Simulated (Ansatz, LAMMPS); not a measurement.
# Charge trapping in aqueous Mg2+ and SO4 2-, 1.6 mol of salt per kg of water at 330 K (111 atoms), part 2 of 4

Does an extra electron or hole in aqueous Mg2+ and SO4 2-, 1.6 mol of salt per kg of water at 330 K (111 atoms) stay spread out, or do the atoms trap it?

Ansatz 0.2.0; Kohn-Sham DFT, PBE+D4, PAW (set soft_2), plane waves.

The cell: 39 O, 1 S, 70 H and 1 Mg. The network of contacts between molecules at the start is that of the classical potential that made the cell. The Brillouin zone is sampled at Γ only, in a cell whose shortest periodic width is 10 Å. The liquid is relaxed first.

So far. Step 2 (Single point at the start): The r.m.s. force at the start is 0.69 eV/Å. Step 3 (Relaxation): The relaxation converged after 25 steps, 7.22 eV below its start, with a largest force component of 0.041 eV/Å.

## Step 4: Single point at the relaxed geometry

One more single point at the end of the walk gives the fuller output and checks the residual forces.

File input.yaml:

```yaml
crystal:
  lattice:
    - [10.16539, 0.0, 0.0]
    - [0.0, 10.16539, 0.0]
    - [0.0, 0.0, 10.16539]
  atoms:
    - { symbol: O, position: [0.74705, 0.59854, 0.63305] }
    - { symbol: S, position: [0.66082, 0.71814, 0.62817] }
    - { symbol: O, position: [0.52316, 0.679, 0.59008] }
    - { symbol: O, position: [0.65688, 0.78047, 0.76104] }
    - { symbol: O, position: [0.71293, 0.81368, 0.52869] }
    - { symbol: O, position: [0.98895, 0.04903, 0.09745] }
    [... 99 atom lines left out ...]
    - { symbol: H, position: [0.1785, 0.3074, 0.74417] }
    - { symbol: H, position: [0.25434, 0.17123, 0.75292] }
    - { symbol: O, position: [0.82338, 0.24015, 0.96416] }
    - { symbol: H, position: [0.76535, 0.29914, 0.91165] }
    - { symbol: H, position: [0.81793, 0.27014, 0.05457] }
    - { symbol: Mg, position: [0.85959, 0.02966, 0.94463] }
kpoints:
  mp_grid: { grid: [1, 1, 1] }
hamiltonian:
  xc: pbe
  dispersion: d4
scf:
  occupations: { method: fixed }
output:
  forces: true
  stress: true
  populations: true
  dos:
    method: { smearing: { sigma: 0.08 } }
    de: 0.1
    projected: { site_lists: { H: [H], Mg: [Mg], O: [O], S: [S] } }
  eigenvalues: true
  write_density: true
  write_potential: true
  volumetric_format: npy
  elf: true
```

The run is started by

```sh
$ ansatz run input.yaml --threads 4 --pin off --max-ram 8192MiB --backend cpu --events-out ev --progress --plain --runs-dir out
```

The log of the run:

```text
[...]
Crystal: 111 atoms, lattice volume = 1050.442 Å³
Basis set: ecut = 420 eV, 20377 PW (Γ), exchange–correlation on 144×144×144 points (8 copies of the dense FFT grid, shifted against one another)
Bands: 271, of which v1, the nominal top of the filled ones, is band 160 counted from 1 (159 counted from 0)
Symmetry: 1 space group operations
[...]
k-points: 1
[...]
SCF iter   1: F=—  HF=-26092.781376 eV  |F-HF|=—  |Δ(HF+E_count)|=         —  Δρ=2.76e-3  dr2=8.78e-2  ethr=1.77e-3  ⟨swp⟩=4.0  Hψ=1022  notcnv=0  defer=109
[...]
SCF iter   9: F=-26092.695862 eV  HF=-26092.695862 eV  |F-HF|=1.94e-8  |Δ(HF+E_count)|=   7.77e-8  Δρ=1.49e-6  dr2=2.23e-8  ethr=3.13e-11  ⟨swp⟩=21.0  Hψ=2713  notcnv=0
SCF 1 converged in 9 iterations: F = -26092.695862 eV  dr2 = 2.23e-8
[...]
WARN: The input density's exchange-correlation potential varies sharply where the density is thin. Do not read a vacuum level from v_tot or v_xc, or from such a field of the output density. On a cell that repeats whose density bears no net charge and no dipole along the vacuum's axis use v_es (v_loc + v_h of the components); [...]
SCF converged after 9 iterations
Free energy (F): -26092.695862 eV
[...]
Internal energy: -26092.695862 eV  (E = F + TS)
E sigma→0 (E₀):  -26092.695862 eV
Fermi energy:    -1.946948 eV
[...]
--- Forces (eV/Å), atoms counted from 1 ---
  atom   1  O      0.00946578    -0.01759088    -0.00102239
  atom   2  S     -0.02110114     0.02256106     0.03917353
  atom   3  O     -0.00086324    -0.00422883    -0.01455286
  atom   4  O      0.00140230    -0.01165484    -0.00697088
  atom   5  O      0.00745621     0.01092357    -0.02127864
  atom   6  O      0.01343114     0.00736095     0.00422317
  atom   7  H     -0.00380042     0.00054577    -0.00172055
  atom   8  H     -0.00573182    -0.00079258    -0.00396556
  atom   9  O     -0.00220694    -0.00433222     0.00359717
  atom  10  H      0.00379806     0.00144390    -0.00029216
  atom  11  H     -0.00074410     0.00284972     0.00008719
  atom  12  O      0.00034616    -0.00085057     0.00861811
  atom  13  H     -0.00143858    -0.00517565    -0.00683285
  atom  14  H      0.00012352     0.00832235    -0.00326914
[...]
atom 110  H      0.00049427     0.00814180     0.00032696
  atom 111  Mg    -0.00993317     0.00521795    -0.00153580
  max |Σ_I F_I| component: 4.27e-5 eV/Å
--- Stress (GPa, compression-positive) ---
        0.099657       0.162927       0.150939
        0.162927       0.011427       0.226415
        0.150939       0.226415       0.203056
  P = ⅓ Tr σ = 0.1047 GPa (1.047 kbar)
--- Band table (eV) ---
[...]
--- Löwdin populations: 111 sites ---
  site symbol       q [e]
     0      O      6.7656
     1      S      3.5515
     2      O      6.7626
[...]
110     Mg      8.3779
  spilling = 0.011235 (of n_electrons = 320.000000)
```

Elapsed: 12 s, on 4 threads of AMD EPYC 7R13 (Zen 3), shared host; peak memory 1.3 GiB; 42 s of CPU time.

The program notes that the exchange-correlation potential is rough where the density is thin.

Read from the output:

* free energy: -26092.6959 eV
* free energy per atom: -235.0693 eV/atom
* SCF cycles: 9
* pressure: 0.1047 GPa
* r.m.s. force component: 0.00765 eV/Å
* longest force: 0.05042 eV/Å
* Fermi energy: -1.947 eV
* gap (highest filled to lowest empty level): 4.946 eV
* spilling of the projection: 0.01124

Löwdin charges by element and coordination (they lack the spilled electrons, 0.032 e an atom on average):

| element | coordination | atoms | mean charge (e) | spread | least | most |
| --- | --- | --- | --- | --- | --- | --- |
| H | all | 70 | 0.386 | 0.0091 | 0.371 | 0.418 |
| Mg | all | 1 | 1.62 | 0 | 1.62 | 1.62 |
| O | all | 39 | -0.706 | 0.0436 | -0.790 | -0.661 |
| O | 1 | 4 | -0.772 | 0.0086 | -0.785 | -0.763 |
| O | 2 | 29 | -0.681 | 0.0124 | -0.706 | -0.661 |
| O | 3 | 6 | -0.780 | 0.0131 | -0.790 | -0.754 |
| S | all | 1 | 2.45 | 0 | 2.45 | 2.45 |

States in the cell by windows of 1 eV, zero at the Fermi level; the larger projections on atomic orbitals stand beside the total:

| from (eV) | to (eV) | total | O p | H s |
| --- | --- | --- | --- | --- |
| -14 | -9 | 0.0 | 0.0 | 0.0 |
| -9 | -8 | 2.0 | 0.9 | 0.2 |
| -8 | -7 | 4.8 | 3.3 | 1.3 |
| -7 | -6 | 53.0 | 36.8 | 14.9 |
| -6 | -5 | 18.2 | 12.5 | 3.8 |
| -5 | -4 | 8.1 | 6.2 | 0.9 |
| -4 | -3 | 33.0 | 26.3 | 2.8 |
| -3 | -2 | 27.4 | 23.7 | 1.2 |
| -2 | -1 | 27.0 | 25.8 | 0.2 |
| -1 | 0 | 59.9 | 59.0 | 0.3 |
| 0 | 1 | 0.6 | 0.6 | 0.0 |
| 1 | 4 | 0.0 | 0.0 | 0.0 |
| 4 | 5 | 1.9 | 0.0 | 1.2 |

The curve was stored every 0.100 eV, coarse against its broadening of 0.08 eV, so these counts are rough.

With fixed occupations the program's Fermi level is the highest filled level; weight inside the gap is the broadening of levels at its edges.

Between -26 and -14 eV lie 78 more states.

The levels nearest the highest filled one (over half full), pooled over k-points and spins:

| level less the highest filled one (eV) | occupation |
| --- | --- |
| -0.271 | 2 |
| -0.167 | 2 |
| -0.126 | 2 |
| -0.104 | 2 |
| -0.0632 | 2 |
| 0 | 2 |
| 4.95 | 0 |
| 6.48 | 0 |
| 6.73 | 0 |
| 6.80 | 0 |
| 6.98 | 0 |
| 7.08 | 0 |

Valence density in the ac plane at fractional y = 0.030, with atoms of O and H and Mg within 0.2 Å of it. It is the smooth field of the valence electrons, not physical close to the nuclei.

Ten steps, logarithmic in the rise over the least value, from '0' (0 e/Å³) to '9' (19 e/Å³), each cell a mean:
```
10000011211000000000111489621
21100000122210000000001599721
54310000134321000000122255323
77520000145542000002354311135
76520000246642000013677420125
44310000134421000013677420013
11100000011110000012344210001
00000000000000000000111000000
00000000000000000000000000000
00000000000000111000000001111
10000000000012344210000013442
10000000000013576420000125664
10000000000013677520000125653
00000001110002455310000013432
00000012321000122100000001110
00000013431000000000000000000
00000012321000000000000000000
00000012221000000000000000000
10000001110000000000000000001
32100012220000000012210000123
64210123431000000124432100246
75321235531000000135553101257
54321246531000000024553101246
22100134421000000012332134222
```
Columns run along a (10.2 Å), rows up along c (10.2 Å). Atoms in or near the plane, at fractional coordinates: O at (0.99, 0.10), O at (0.74, 0.78), H at (0.66, 0.13), H at (0.28, 0.37), O at (0.54, 0.48), H at (0.29, 0.14), O at (0.02, 0.83), Mg at (0.86, 0.94).

ELF in the ac plane at fractional y = 0.030, with atoms of O and H and Mg within 0.2 Å of it. It is the smooth field of the valence electrons, not physical close to the nuclei.

Values, 13 rows by 16 columns, each cell a mean:
```
0.25 0.17 0.06 0.29 0.34 0.44 0.31 0.10 0.01 0.03 0.13 0.18 0.11 0.34 0.33 0.11
0.80 0.78 0.27 0.02 0.30 0.77 0.72 0.53 0.10 0.03 0.28 0.62 0.51 0.23 0.18 0.66
0.65 0.65 0.19 0.03 0.38 0.77 0.78 0.54 0.08 0.05 0.50 0.65 0.76 0.56 0.19 0.78
0.38 0.20 0.03 0.01 0.10 0.35 0.34 0.09 0.02 0.03 0.30 0.65 0.81 0.51 0.05 0.29
0.02 0.01 0.01 0.00 0.01 0.08 0.06 0.02 0.04 0.03 0.03 0.16 0.22 0.07 0.12 0.10
0.26 0.01 0.00 0.01 0.01 0.05 0.11 0.44 0.59 0.52 0.17 0.01 0.07 0.37 0.69 0.74
0.42 0.02 0.02 0.11 0.11 0.03 0.20 0.75 0.62 0.72 0.37 0.02 0.11 0.54 0.72 0.76
0.11 0.01 0.02 0.11 0.42 0.27 0.05 0.49 0.79 0.62 0.16 0.01 0.04 0.31 0.59 0.43
0.05 0.03 0.03 0.29 0.79 0.62 0.10 0.06 0.15 0.12 0.03 0.01 0.00 0.02 0.05 0.04
0.08 0.03 0.03 0.26 0.54 0.51 0.15 0.01 0.12 0.20 0.10 0.02 0.01 0.00 0.01 0.07
0.61 0.16 0.02 0.16 0.48 0.33 0.05 0.01 0.07 0.12 0.36 0.37 0.23 0.04 0.18 0.63
0.66 0.67 0.21 0.65 0.85 0.70 0.18 0.01 0.02 0.28 0.85 0.81 0.71 0.15 0.47 0.71
0.65 0.56 0.26 0.80 0.82 0.66 0.19 0.01 0.02 0.25 0.63 0.75 0.58 0.14 0.27 0.71
```
Columns run along a (10.2 Å), rows up along c (10.2 Å). Atoms in or near the plane, at fractional coordinates: O at (0.99, 0.10), O at (0.74, 0.78), H at (0.66, 0.13), H at (0.28, 0.37), O at (0.54, 0.48), H at (0.29, 0.14), O at (0.02, 0.83), Mg at (0.86, 0.94).

The highest filled and lowest empty levels differ by 4.95 eV (at Γ alone); a semilocal functional tends to put such gaps too low. In a disordered cell it changes from sample to sample and from frame to frame. Mean Löwdin charges: H +0.39, Mg +1.62, O -0.71, S +2.45 e (they miss 1.1 % of the electrons, so they add up to more than the cell's charge). The largest share in the top eV of filled states is O p (99 % of the projected weight), and in the lowest eV of empty states H s (67 % of the projected weight).

## Step 5: An extra electron, atoms held

The electron count changes by one with the atoms held: a vertical process, on a uniform background, with spin and a narrow Fermi–Dirac smearing. Its energy against the neutral cell hangs on the program's zero of potential.

File input.yaml:

```yaml
crystal:
  lattice:
    - [10.16539, 0.0, 0.0]
    - [0.0, 10.16539, 0.0]
    - [0.0, 0.0, 10.16539]
  atoms:
    [... the 111 atom lines of step 4 ...]
total_charge: -1
kpoints:
  mp_grid: { grid: [1, 1, 1] }
hamiltonian:
  xc: pbe
  dispersion: d4
scf:
  occupations: { method: fermi_dirac, width: 0.01 }
  lower_state_search: "off"
output:
  forces: true
  stress: true
  populations: true
  dos:
    method: { smearing: { sigma: 0.15 } }
    de: 0.1
    projected: { site_lists: { H: [H], Mg: [Mg], O: [O], S: [S] } }
  eigenvalues: true
  write_density: true
  write_potential: true
  volumetric_format: npy
magnetization:
  spin_polarized: true
  initial_magnetization: 1
```

The log of the run:

```text
[...]
Crystal: 111 atoms, lattice volume = 1050.442 Å³
Basis set: ecut = 420 eV, 20377 PW (Γ), exchange–correlation on 144×144×144 points (8 copies of the dense FFT grid, shifted against one another)
Bands: 272, of which v1, the nominal top of the filled ones, is band 161 counted from 1 (160 counted from 0)
Symmetry: 1 space group operations
[...]
k-points: 1
[... 9 lines on functional and potentials left out ...]
Starting moments: Σ|m| = 1 μB on 111 of 111 sites
[...]
SCF iter   1: F=—  HF=-26124.694091 eV  |F-HF|=—  |Δ(HF+E_count)|=         —  Δρ=5.57e-2 (↑5.54e-2 ↓5.57e-2)  dr2=1.19e2  dr2_m=1.75e-2  M=1.000 μB ∫|m|=1.009 μB  β_m=1.00  ethr=3.10e-3  ⟨swp⟩=6.0  Hψ=2486  notcnv=0  defer=98
[...]
spin=Collinear: Resta preconditioning applied to the charge; magnetization (m = ρ↑ − ρ↓) channel mixes plain (no charge-response kernel on spin).
SCF iter   2: F=—  HF=-26096.693633 eV  |F-HF|=—  |Δ(HF+E_count)|=         —  Δρ=2.75e-2 (↑2.72e-2 ↓2.75e-2)  dr2=2.69e1  dr2_m=7.90e-3  M=0.913 μB ∫|m|=0.941 μB  β_m=0.30  ethr=3.10e-3  ⟨swp⟩=3.0  Hψ=965  notcnv=0  defer=210
[...]
SCF iter   7: F=—  HF=-26089.795793 eV  |F-HF|=—  |Δ(HF+E_count)|=   2.63e-2  Δρ=4.80e-4 (↑4.61e-4 ↓4.80e-4)  dr2=1.66e-3  dr2_m=1.52e-3  M=-0.007 μB ∫|m|=0.047 μB  β_m=0.30  ethr=7.72e-6  ⟨swp⟩=3.0  Hψ=680  notcnv=0  defer=210
[...]
spin-set hold released at iteration 7 (site moments contracting): the magnetisation degrees of freedom join the quasi-Newton model from the next iteration; the mixer history was flushed
SCF iter   8: F=—  HF=-26089.797496 eV  |F-HF|=—  |Δ(HF+E_count)|=   1.70e-3  Δρ=3.31e-4 (↑3.15e-4 ↓3.31e-4)  dr2=8.59e-4  dr2_m=7.27e-4  M=0.001 μB ∫|m|=0.035 μB  β_m=0.61  ethr=5.18e-7  ⟨swp⟩=2.0  Hψ=668  notcnv=0  defer=210
SCF iter   9: F=—  HF=-26089.800116 eV  |F-HF|=—  |Δ(HF+E_count)|=   2.62e-3  Δρ=6.16e-5 (↑5.40e-5 ↓6.16e-5)  dr2=1.16e-4  dr2_m=7.31e-6  M=0.021 μB ∫|m|=0.025 μB  β_m=0.62  ethr=2.68e-7  ⟨swp⟩=3.0  Hψ=754  notcnv=0  defer=210
[...]
SCF iter  14: F=-26089.801355 eV  HF=-26089.801355 eV  |F-HF|=2.62e-8  |Δ(HF+E_count)|=   2.12e-7  Δρ=7.08e-7 (↑7.08e-7 ↓6.10e-7)  dr2=1.54e-8  dr2_m=1.32e-9  M=-0.000 μB ∫|m|=0.000 μB  β_m=0.73  ethr=1.84e-11  ⟨swp⟩=8.0  Hψ=3303  notcnv=0
SCF iter  15: F=-26089.801355 eV  HF=-26089.801355 eV  |F-HF|=5.35e-9  |Δ(HF+E_count)|=   3.24e-8  Δρ=2.73e-7 (↑2.26e-7 ↓2.73e-7)  dr2=3.07e-9  dr2_m=7.48e-11  M=-0.000 μB ∫|m|=0.000 μB  ethr=4.79e-12  ⟨swp⟩=7.5  Hψ=2979  notcnv=0
WARN: the starting moments were not kept: the SCF closed with an absolute magnetisation of 1.5e-5 μB, where they sum to 1 μB in size (111 sites). That is at most 0.1 of that sum. Measured as dr2_m measures the in/out step, that magnetisation stands 7.2e-12 eV from none, [...]
SCF 1 converged in 15 iterations: F = -26089.801355 eV  dr2 = 3.07e-9
[...]
SCF converged after 15 iterations
Magnetization: -0.0000 μB (160.5000 up, 160.5000 down)
Absolute magnetization: 0.0000 μB (∫|ρ↑−ρ↓|, with the PAW one-centre terms)
[...]
Per-site moments (μB) at R_I (Å): [(-4.154856e-8, 0.618605), (2.017032e-8, 0.615633), (-4.884075e-8, 0.621009), (-1.750069e-8, 0.615633), (-7.594407e-9, 0.618264), [...]
Free energy (F): -26089.801355 eV
[...]
Internal energy: -26089.787492 eV  (E = F + TS)
E sigma→0 (E₀):  -26089.794424 eV
Entropy (-TS):   -0.013863 eV (-0.125 meV/atom)
Fermi energy:    2.946249 eV
[...]
Σ components = -26089.801355   (vs F -26089.801355, Δ=0.00e0)
--- Forces (eV/Å), atoms counted from 1 ---
  atom   1  O      0.06296753    -0.08280549     0.00897552
  atom   2  S     -0.03205301    -0.05203388     0.00539863
  atom   3  O     -0.06699603    -0.01207640    -0.01571727
  atom   4  O     -0.00020767     0.05559657     0.09248206
[...]
atom 111  Mg    -0.03544831     0.05052555     0.02003804
  max |Σ_I F_I| component: 1.01e-5 eV/Å
--- Stress (GPa, compression-positive) ---
        0.383439       0.155010       0.145591
        0.155010       0.331673       0.213431
        0.145591       0.213431       0.506856
  P = ⅓ Tr σ = 0.4073 GPa (4.073 kbar)
--- Band table (eV) ---
[...]
--- Löwdin populations: 111 sites ---
  site symbol       q [e]    m [muB]
     0      O      6.7685    -0.0000
     1      S      3.5613     0.0000
     2      O      6.7652    -0.0000
[...]
110     Mg      8.3993    -0.0000
  spilling = 0.011490 (of n_electrons = 321.000000)
```

Run time: 25 s. Hardware: 4 threads; peak memory 1.9 GiB.

The program notes that starting moments were not kept.

An extra electron, atoms held: the energy stands 2.89 eV above that of the reference. An odd electron should give 1 μB; this run ended with the carrier shared between both spins.

The levels nearest the highest filled one (over half full), pooled over k-points and spins:

| level less the highest filled one (eV) | occupation |
| --- | --- |
| -4.96 | 1 |
| -4.96 | 1 |
| 0 | 0.5 |
| 0 | 0.5 |
| 1.56 | 0 |
| 1.56 | 0 |
| 1.79 | 0 |
| 1.79 | 0 |

## Step 6: An extra electron, atoms relaxed

The atoms now respond to the charge; the energy gained comes from screening by the atoms, from trapping if the charge localises, and from any strain left in the reference.

input.yaml, the sections that differ from step 5:

```yaml
output:
  forces: true
relax:
  f_tol: 0.05
  max_steps: 90
# crystal, total_charge, kpoints, hamiltonian, scf, magnetization: as in step 5
```

The log of the run:

```text
[...]
Crystal: 111 atoms, lattice volume = 1050.442 Å³
Basis set: ecut = 420 eV, 20377 PW (Γ), exchange–correlation on 144×144×144 points (8 copies of the dense FFT grid, shifted against one another)
Bands: 272, of which v1, the nominal top of the filled ones, is band 161 counted from 1 (160 counted from 0)
Symmetry: 1 space group operations
[...]
k-points: 1
[... 9 lines on functional and potentials left out ...]
Starting moments: Σ|m| = 1 μB on 111 of 111 sites
[...]
SCF iter   1: F=—  HF=-26124.694091 eV  |F-HF|=—  |Δ(HF+E_count)|=         —  Δρ=5.57e-2 (↑5.54e-2 ↓5.57e-2)  dr2=1.19e2  dr2_m=1.75e-2  M=1.000 μB ∫|m|=1.009 μB  β_m=1.00  ethr=3.10e-3  ⟨swp⟩=6.0  Hψ=2486  notcnv=0  defer=98
[...]
SCF iter   2: F=—  HF=-26096.693635 eV  |F-HF|=—  |Δ(HF+E_count)|=         —  Δρ=2.75e-2 (↑2.72e-2 ↓2.75e-2)  dr2=2.69e1  dr2_m=7.90e-3  M=0.913 μB ∫|m|=0.941 μB  β_m=0.30  ethr=3.10e-3  ⟨swp⟩=3.0  Hψ=965  notcnv=0  defer=210
[...]
SCF iter   7: F=—  HF=-26089.796804 eV  |F-HF|=—  |Δ(HF+E_count)|=   2.63e-2  Δρ=4.79e-4 (↑4.61e-4 ↓4.79e-4)  dr2=1.66e-3  dr2_m=1.52e-3  M=-0.007 μB ∫|m|=0.047 μB  β_m=0.30  ethr=7.73e-6  ⟨swp⟩=3.0  Hψ=680  notcnv=0  defer=210
[...]
SCF iter  12: F=-26089.801355 eV  HF=-26089.801355 eV  |F-HF|=1.72e-7  |Δ(HF+E_count)|=   4.09e-6  Δρ=5.71e-6 (↑5.12e-6 ↓5.71e-6)  dr2=7.53e-7  dr2_m=8.85e-8  M=0.001 μB ∫|m|=0.001 μB  ethr=7.61e-10  ⟨swp⟩=1.0  Hψ=1374  notcnv=0
[...]
SCF 1 converged in 12 iterations: F = -26089.801355 eV  dr2 = 7.53e-7
[...]
relax step   1: F+E_penalty+E_count = -26089.80135475 eV  Δ(F+E_penalty+E_count) = +0.000e0 eV  max|allowed force component| = 1.914e-1 eV/Å  Δτ_max = 0.0000 Å  (12 SCF iters, dr2 threshold 6.25e-5 eV, accepted)
[...]
relax step   2: F+E_penalty+E_count = -26089.81295239 eV  Δ(F+E_penalty+E_count) = -1.160e-2 eV  max|allowed force component| = 8.090e-2 eV/Å  Δτ_max = 0.0805 Å  (8 SCF iters, accepted)
[...]
relax step   3: F+E_penalty+E_count = -26089.81634307 eV  Δ(F+E_penalty+E_count) = -3.391e-3 eV  max|allowed force component| = 8.903e-2 eV/Å  Δτ_max = 0.0274 Å  (7 SCF iters, accepted)
[...]
relax step   4: F+E_penalty+E_count = -26089.81629705 eV  Δ(F+E_penalty+E_count) = +4.602e-5 eV  max|allowed force component| = 7.712e-2 eV/Å  Δτ_max = 0.0415 Å  (8 SCF iters, rejected (line search))
[...]
relax step   5: F+E_penalty+E_count = -26089.81804101 eV  Δ(F+E_penalty+E_count) = -1.698e-3 eV  max|allowed force component| = 1.815e-2 eV/Å  Δτ_max = 0.0207 Å  (7 SCF iters, accepted)
SCF converged after 7 iterations
Magnetization: 0.0000 μB (160.5000 up, 160.5000 down)
Absolute magnetization: 0.0000 μB (∫|ρ↑−ρ↓|, with the PAW one-centre terms)
[...]
Per-site moments (μB) at R_I (Å): [(-9.718412e-8, 0.619723), (-5.105573e-9, 0.616498), (2.471109e-7, 0.621681), (9.690461e-8, 0.616498), (7.462092e-9, 0.619601), [...]
Free energy (F): -26089.818041 eV
[...]
Internal energy: -26089.804178 eV  (E = F + TS)
E sigma→0 (E₀):  -26089.811110 eV
Entropy (-TS):   -0.013863 eV (-0.125 meV/atom)
Fermi energy:    2.917585 eV
[...]
Σ components = -26089.818041   (vs F -26089.818041, Δ=0.00e0)
--- Forces (eV/Å), atoms counted from 1 ---
  atom   1  O      0.01083245    -0.01363885     0.00262209
  atom   2  S     -0.01815388     0.00401619    -0.00061077
  atom   3  O      0.00891953     0.00255192     0.00265956
  atom   4  O     -0.00236459    -0.00299944    -0.00148362
[...]
atom 111  Mg     0.00005885     0.00474522    -0.00008707
  max |Σ_I F_I| component: 1.19e-4 eV/Å
--- Relaxed structure (5 steps of the walk, 4 accepted, 0 SCFs on fresh bases) ---
  F+E_penalty+E_count = -26089.81804101 eV   max|allowed force component| = 1.815e-2 eV/Å
  atoms:
    - { symbol: O, position: [0.747580, 0.598599, 0.633314] }
    - { symbol: S, position: [0.660698, 0.718042, 0.628105] }
    - { symbol: O, position: [0.523278, 0.678396, 0.589060] }
    - { symbol: O, position: [0.655945, 0.780248, 0.761235] }
[...]
- { symbol: Mg, position: [0.859149, 0.030101, 0.944796] }
```

Elapsed: 50 s, on 4 threads; peak memory 1.9 GiB.

The relaxation converged after 5 steps, 0.0167 eV below its start, with a largest force component of 0.018 eV/Å.

An extra electron, atoms relaxed: the energy stands 2.88 eV above that of the reference. An odd electron should give 1 μB; this run ended with the carrier shared between both spins.

[end of part 2 of 4]

[Long decimals in the printed logs are rounded to 6 places.]

[Logs are printed without paths, hosts, clocks, repeated set-up lines and the standing remarks that a program may print on its own settings, such as how far it seeks lower states.]

[Hosts, paths, dates, database ids (printed as entryN), source tags and the programs' standing remarks are cut or masked in the printed files.]
